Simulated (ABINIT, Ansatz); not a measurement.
# NaAsF6 (Fm-3m): changed settings of a GW run in ABINIT, part 2 of 2

Aim: change inputs of a GW run on NaAsF6 (Fm-3m) and see what moves.

ABINIT 10.8.3; LDA and many-body steps on it, plane waves. Known limits of the many-body steps: not at the basis limit; exchange with frozen shells missing; no spin-orbit coupling; coarse k mesh.

So far. Step 3 (Base): The gap on the mesh goes from 5.29 eV to 10.54 eV, a correction of +5.25 eV. Step 4 (Broadening of the poles): Against G0W0 in ABINIT (2×2×2 mesh, 116 bands, screening to 114.3 eV, Godby-Needs plasmon pole), the gap moves by +0.000 eV.

**5. Point off the mesh**

Level of this step: G0W0 on LDA, plane waves, norm-conserving pseudopotentials (ABINIT).

Contents of run.abi:

```
acell 3*1.0 Angstrom
rprim 
  -0.000000000000 3.983049320000 3.983049320000
  3.983049320000 -0.000000000000 3.983049320000
  3.983049320000 3.983049320000 0.000000000000
ntypat 3
znucl 11 33 9
natom 8
typat 1 2 3 3 3 3 3 3
xred 
  0.500000000000 0.500000000000 0.500000000000
  0.000000000000 0.000000000000 0.000000000000
  0.781629880000 0.781629880000 0.218370120000
  0.218370120000 0.781629880000 0.218370120000
  0.781629880000 0.218370120000 0.218370120000
  0.218370120000 0.218370120000 0.781629880000
  0.781629880000 0.218370120000 0.781629880000
  0.218370120000 0.781629880000 0.781629880000
pp_dirpath "pseudos"
pseudos "Na.upf, As.upf, F.upf"
ecut 38
ngkpt 2 2 2
nshiftk 1
shiftk 0 0 0
kptopt 1
chksymbreak 0
istwfk *1
occopt 1
irdwfk 1
optdriver 4
nband 116
gwcalctyp 0
ecutsigx 38
symsigma 1
nkptgw 1
kptgw 
  0.137 0.291 0
bdgw 
  33 34
ecuteps 4.2
irdscr 1
ppmodel 1
indata_prefix "in"
outdata_prefix "out"
tmpdata_prefix "tmp"
```

On the command line:

```bash
$ OMP_NUM_THREADS=1 mpirun -n 4 abinit run.abi > log
```

The log of the run:

```text
.Version 10.8.3 of ABINIT. v10.8.2 released Aug 2026.

 Symmetries : space group Fm -3 m (#225); Bravais cF (face-center cubic)
================================================================================
 Values of the parameters that define the memory need of the present run
     intxc =       0    ionmov =       0      iscf =       7    lmnmax =       6
     lnmax =       6     mgfft =      60  mpssoang =       3    mqgrid =    3001
     natom =       8  nloc_mem =       1    nspden =       1   nspinor =       1
    nsppol =       1      nsym =      48    n1xccc =    2501    ntypat =       3
    occopt =       1   xclevel =       1
-    mband =         116        mffmem =           1         mkmem =           1
       mpw =        9577          nfft =      216000          nkpt =           3
================================================================================
  Rough estimation (10% accuracy) of disk space for files :
================================================================================

--------------------------------------------------------------------------------
------------- Echo of variables that govern the present computation ------------
--------------------------------------------------------------------------------
 -outvars: echo values of preprocessed input variables --------
            acell      1.8897261259E+00  1.8897261259E+00  1.8897261259E+00 Bohr

             bdgw          33      34
      chksymbreak           0
             ecut      3.80000000E+01 Hartree
          ecuteps      4.20000000E+00 Hartree
         ecutsigx      3.80000000E+01 Hartree
          ecutwfn      3.80000000E+01 Hartree
-          fftalg         312
           irdscr           1
           irdwfk           1

              ixc       -1012
[...]
nproj     2     2     0
  pspatm : epsatm=    9.37365322
         --- l  ekb(1:nproj) -->
[...]
pspatm: atomic psp has been read  and splines computed

- As Generated using ONCVPSP code by D. R. Hamann
- 33.00000  15.00000  180309                  znucl, zion, pspdat
12 -1012 2 -1 1326                            pspcod,pspxc,lmax,lloc,mmax
     nproj     2     2     2
  pspatm : epsatm=   28.05037194
         --- l  ekb(1:nproj) -->
[...]
pspatm: atomic psp has been read  and splines computed

- F Generated using ONCVPSP code by D. R. Hamann
-  9.00000   7.00000  201202                  znucl, zion, pspdat
12 -1012 2 -1 824                             pspcod,pspxc,lmax,lloc,mmax
     nproj     2     2     1
  pspatm : epsatm=    4.94580260
         --- l  ekb(1:nproj) -->
             0    6.487052    1.061847
             1   -4.029087   -1.312559
             2   -2.364936
 pspatm: atomic psp has been read  and splines computed

   4.42852349E+03                                ecore*ucvol(ha*bohr**3)
--------------------------------------------------------------------------------

 ==== K-mesh for the wavefunctions ====
 Number of points in the irreducible wedge :     3
 Reduced coordinates and weights :

     1)     0.00000000E+00  0.00000000E+00  0.00000000E+00       0.12500
     2)     5.00000000E-01  0.00000000E+00  0.00000000E+00       0.50000
     3)     5.00000000E-01  5.00000000E-01  0.00000000E+00       0.37500

 Together with 48 symmetry operations and time-reversal symmetry
 yields     8 points in the full Brillouin Zone.

--- !ERROR
message: |
    k-point [ 1.3700E-01,  2.9100E-01,  0.0000E+00]  not in the list of k points treated in the preparatory SCF run.
     Change kptgw, or shiftk of previous run.

--- !ERROR
message: |
    k-point [ 1.3700E-01,  2.9100E-01,  0.0000E+00]  not in the list of k points treated in the preparatory SCF run.
     Change kptgw, or shiftk of previous run.

--- from the log ---
k-point [ 1.3700E-01,  2.9100E-01,  0.0000E+00]  not in the list of k points treated in the preparatory SCF run.
     Change kptgw, or shiftk of previous run.
```

Run time: 2 s. Hardware: 4 MPI ranks of Arm Neoverse V2, shared host; peak memory 0.06 GiB; 8 s of CPU time.

The run stopped with an error after 2 s.

The program's words: k-point [ 1.3700E-01,  2.9100E-01,  0.0000E+00]  not in the list of k points treated in the preparatory SCF run. Change kptgw, or shiftk of previous run.

The fault put into this input: point off the mesh.

**6. Side by side**

Times are wall times on 4 MPI ranks of Arm Neoverse V2, shared host, good to a factor of about two. A run's time includes the screening step that it read.

```
                    run   mesh  bands  screening cutoff (eV)  DFT gap (eV)  gap on the mesh (eV)  direct (eV)  ε∞ used  time
                   base  2×2×2    116                  114.3         5.286                10.539       10.539     1.73  28 s
broadening of the poles  2×2×2    116                  114.3         5.286                10.539       10.539     1.73  28 s
```

**7. What came out**

```json
{"base": "10.539 eV", "broadening of the poles": "10.539 eV", "known limits": "not at the basis limit; exchange with frozen shells missing; no spin-orbit coupling; coarse k mesh"}
```

**Reading.** Broadening of the poles: no change against base (keys changed: zcut). Bands and cutoff are finite, so the gap is not at the basis limit. The miss can reach some tenths of an eV and take either sign; the mesh is an error of its own. In the first G0W0 run levels were corrected at 1 k point alone, so a gap called «on the mesh» is the least over those, and an edge elsewhere would be missed. The 2×2×2 mesh is coarse for this cell, which bears on the long-range parts of exchange and screening. The norm-conserving file of at least one element keeps a d shell over frozen s and p shells of the same row. Exchange with those shells is missing from the self-energy, an error of 0.3 to 0.9 eV in cases checked, whose sign depends on which edge lies on those atoms. The many-body steps are scalar-relativistic: spin-orbit coupling is not in them.

[Paths, hosts, dates, memory and timing lines, banners, echoed tables and standing remarks are left out of the program output.]

[Logs are printed without paths, hosts, clocks, repeated set-up lines and the standing remarks that a program may print on its own settings, such as how far it seeks lower states.]

[Runs of the session that timed out or met a known fault of the program may be left out.]

[No measured gap is set beside runs whose start may be inverted or whose files or cutoffs have a known fault.]

[Hosts, paths, dates, database ids (printed as entryN), source tags and the programs' standing remarks are cut or masked in the printed files.]

[G0W0 gaps are taken among the corrected bands and points alone; a level outside them can change the order at an edge.]

[Where Ansatz stands beside ABINIT at settings called matched, ABINIT's density can come from a denser mesh and the files from another edition; pairs whose starting gaps differed by over 0.03 eV were left out, so agreement reads better than it is.]
